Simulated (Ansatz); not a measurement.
## A failed many-body run on P2Ir (P2_1/c)

A first try at the G0W0 gap of P2Ir (P2_1/c), what the program said, and an input that works.

Main program and level: Ansatz 0.2.0; G0W0 on LDA, plane waves, PAW.

### 1. The structure

The structure is monoclinic, space group P2_1/c (No. 14). The conventional cell has a = 5.772 Å, b = 5.807 Å, c = 5.872 Å, α = 90.00°, β = 111.25°, γ = 90.00°. P has 1 P at 2.22 Å and 3 Ir at 2.41 to 2.42 Å nearest. Nearest to P lie 1 P at 2.22 Å and 3 Ir at 2.33 to 2.35 Å. Nearest to Ir lie 6 P at 2.33 to 2.42 Å. Farther neighbours, and contacts between anions beyond the nearest, are not listed.

The cell and positions are those that the Materials Project relaxed with its own functionals (PBE, PBE+U or r2SCAN), kept fixed. The default PAW set here is soft_2. Its files were made with PBE.

### 2. First try

Input file input.yaml:

```yaml
crystal:
  lattice:
    - [5.7723350975, 0.0, 0.0]
    - [0.0, 5.80673151, 0.0]
    - [-2.1284997265, 0.0, 5.4731408836]
  atoms:
    - { symbol: P, position: [0.1580067, 0.88188186, 0.87028772] }
    - { symbol: P, position: [0.8419933, 0.38188186, 0.62971228] }
    - { symbol: P, position: [0.8419933, 0.11811814, 0.12971228] }
    - { symbol: P, position: [0.1580067, 0.61811814, 0.37028772] }
    - { symbol: P, position: [0.33432299, 0.37720527, 0.18854639] }
    - { symbol: P, position: [0.66567701, 0.87720527, 0.31145361] }
    - { symbol: P, position: [0.66567701, 0.62279473, 0.81145361] }
    - { symbol: P, position: [0.33432299, 0.12279473, 0.68854639] }
    - { symbol: Ir, position: [0.27186641, 0.49883041, 0.79157869] }
    - { symbol: Ir, position: [0.72813359, 0.99883041, 0.70842131] }
    - { symbol: Ir, position: [0.72813359, 0.50116959, 0.20842131] }
    - { symbol: Ir, position: [0.27186641, 0.00116959, 0.29157869] }
kpoints:
  mp_grid: { grid: [2, 2, 2] }
hamiltonian:
  xc: lda
scf:
  occupations: { method: fixed }
gw:
  n_empty_bands: 100000
  ecut_chi: 80
  qp_bands: [v4, c4]
  qp_kpoints: band_edges
  screening: { model: contour_deformation }
```

The run is started by

```sh
$ ansatz run input.yaml --threads 24 --pin off --max-ram 82944MiB --backend cuda --events-out ev --progress --plain --runs-dir out --devices 1 --max-vram 78GiB
```

The log of the run:

```text
Error: inconsistent input (gw.n_empty_bands, basis.ecutwfc): the count of 100054 bands up to the last of gw.n_empty_bands exceeds the smallest per-k basis n_pw = 3564 of the GW NSCF pass (the SCF k-mesh) (at k = [0.000000, -0.500000, 0.000000] in reciprocal lattice vectors) — raise basis.ecutwfc, or ask for fewer bands where the run can do with them
```

Wall time 0.11 s (24 threads of Arm Neoverse V2, shared host); peak memory 0.053 GiB; 0.21 s of CPU time.

**Diagnosis.**

The input was rejected at the start.

The program's message: “Error: inconsistent input (gw.n_empty_bands, basis.ecutwfc): the count of 100054 bands up to the last of gw.n_empty_bands exceeds the smallest per-k basis n_pw = 3564 of the GW NSCF pass (the SCF k-me …”

The fault: more bands than plane waves. A basis holds no more bands than it has plane waves.

### 3. A better input

Now the one-shot GW correction: screening in the RPA, then the self-energy of the levels asked for.

input.yaml: that of step 2 with these lines changed.

```diff
@@ -25,4 +25,4 @@
 gw:
-  n_empty_bands: 100000
-  ecut_chi: 80
+  n_empty_bands: 391
+  ecut_chi: 96
   qp_bands: [v4, c4]
```

The log of the run:

```text
GPUs: using 1 of 1 available (devices: 1).
[...]
Crystal: 12 atoms, lattice volume = 183.451 Å³
Basis set: ecut = 420 eV, 3599 PW (Γ)
Bands: 66, of which v1, the nominal top of the filled ones, is band 54 counted from 1 (53 counted from 0)
Symmetry: 4 space group operations
[...]
k-points: 8
[...]
SCF iter   1: F=—  HF=-52470.750091 eV  |F-HF|=—  |Δ(HF+E_count)|=         —  Δρ=7.31e-3  dr2=7.45e-2  ethr=1.77e-3  ⟨swp⟩=5.0  Hψ=1850  notcnv=0  defer=76
[...]
SCF iter   7: F=-52470.723898 eV  HF=-52470.723898 eV  |F-HF|=2.45e-8  |Δ(HF+E_count)|=   2.11e-7  Δρ=5.56e-6  dr2=6.35e-8  ethr=9.26e-11  ⟨swp⟩=11.2  Hψ=2564  notcnv=0
SCF 1 converged in 7 iterations: F = -52470.723898 eV  dr2 = 6.35e-8
[...]
NSCF: frozen V_eff on 8 k-points
[...]
0    58     16.4982   -17.0932    -3.8369   -21.5830  0.7617    17.1589    17.1511  root
     1    51     11.9232   -19.6714     2.3837   -17.3116  0.7595    11.9471    11.9471  root
     1    52     11.9232   -19.6714     2.3837   -17.3116  0.7595    11.9471    11.9471  root
     1    53     13.3010   -20.5348     2.0944   -18.5302  0.7691    13.3907    13.3909  root
     1    54     13.3010   -20.5348     2.0944   -18.5302  0.7691    13.3907    13.3909  root
     1    55     15.1123   -17.0306    -3.2336   -20.8326  0.7659    15.6851    15.6807  root
     1    56     15.1123   -17.0306    -3.2336   -20.8326  0.7659    15.6851    15.6807  root
     1    57     15.8214   -15.4764    -3.9020   -19.9888  0.7678    16.4374    16.4317  root
[...]
7    55     15.3657   -18.1329    -3.6610   -22.5176  0.7697    16.0969    16.0893  root
     7    56     15.3657   -18.1329    -3.6610   -22.5176  0.7697    16.0969    16.0893  root
     7    57     16.1458   -14.0198    -3.9392   -18.4635  0.7569    16.6547    16.6504  root
     7    58     16.1458   -14.0198    -3.9392   -18.4635  0.7569    16.6547    16.6504  root
[key lines of the parts left out:]
SCF converged after 7 iterations
Free energy (F): -52470.723898 eV
Fermi energy:    13.772923 eV
```

It took 2.8 s on 1 × NVIDIA GB200 (shared by 2 runs) with 24 threads; peak memory 1.7 GiB; 10 s of CPU time.

The column dr2 measures how far the density is from self-consistency, as an energy; F and HF (Harris–Foulkes) agree once it is small.

This step gave:

```
bands summed                                 : 445
RPA ε∞ on this mesh (eigenvalues)            : 17.62, 19.47, 21.59
plane waves in the screening matrix          : 399
q-points in the mesh                         : 8
G0W0 gap on the mesh                         : 1.130 eV
k of the valence top                         : -0.5, -0.5, -0.5
k of the conduction bottom                   : 0, 0, 0
starting gap on the mesh                     : 0.6036 eV
Z at the valence top                         : 0.7782
Z at the conduction bottom                   : 0.7649
least direct G0W0 gap on the computed points : 1.999 eV
```

The gap on the mesh goes from 0.60 eV to 1.13 eV, a correction of +0.53 eV. Between the two edge states, bare exchange in place of the xc potential would open the gap by 4.86 eV, and correlation takes back 4.33 eV.

### 4. Results

```json
{
  "first try": "refused after 0.11 s",
  "better run": "G0W0 gap on the mesh 1.13 eV (2×2×2 mesh, 391 empty bands, screening to 96 eV)"
}
```

In words: The second run differs in: empty bands and screening cutoff (eV). Bands and cutoff are finite, so the gap stands short of the basis limit, usually by up to a few tenths of an eV; the mesh is an error of its own. The 2×2×2 mesh is coarse for this cell (its supercell is 12 Å along the shortest edge). The RPA ε∞ on it, from the LDA start, is 17.62, 19.47 and 21.59; such meshes misread the long-range screening, most where the gap is narrow. The runs have no spin polarisation. For a closed low-spin shell that is the natural state; where a d or f shell is open it is a constraint, and the gap is then not the crystal's own. With d states at the gap, one-shot GW leans hard on its start. The many-body steps are scalar-relativistic: spin-orbit coupling is not in them.

[Long decimals in the printed logs are rounded to 6 places.]

[Logs are printed without paths, hosts, clocks, repeated set-up lines and the standing remarks that a program may print on its own settings, such as how far it seeks lower states.]

[Paths, hosts, dates, memory and timing lines, banners, echoed tables and standing remarks are left out of the program output; an Ansatz launch command may be rebuilt from the run's recorded settings. Measured values are a selection of at most five: reports struck by readers or far from the other reports are left out. None is set beside runs whose start may be inverted or whose files or cutoffs have a known fault.]

[Runs of the session that timed out or met a known fault of the program may be left out.]

[Cells called generated may have been cut or substituted from an entry of the Crystallography Open Database or the Materials Project.]

[Hosts, paths, dates, database ids (printed as entryN), source tags and the programs' standing remarks are cut or masked in the printed files.]

[Where the starting crystal was built by hand or by swapping elements, it need not be the compound's stable phase.]
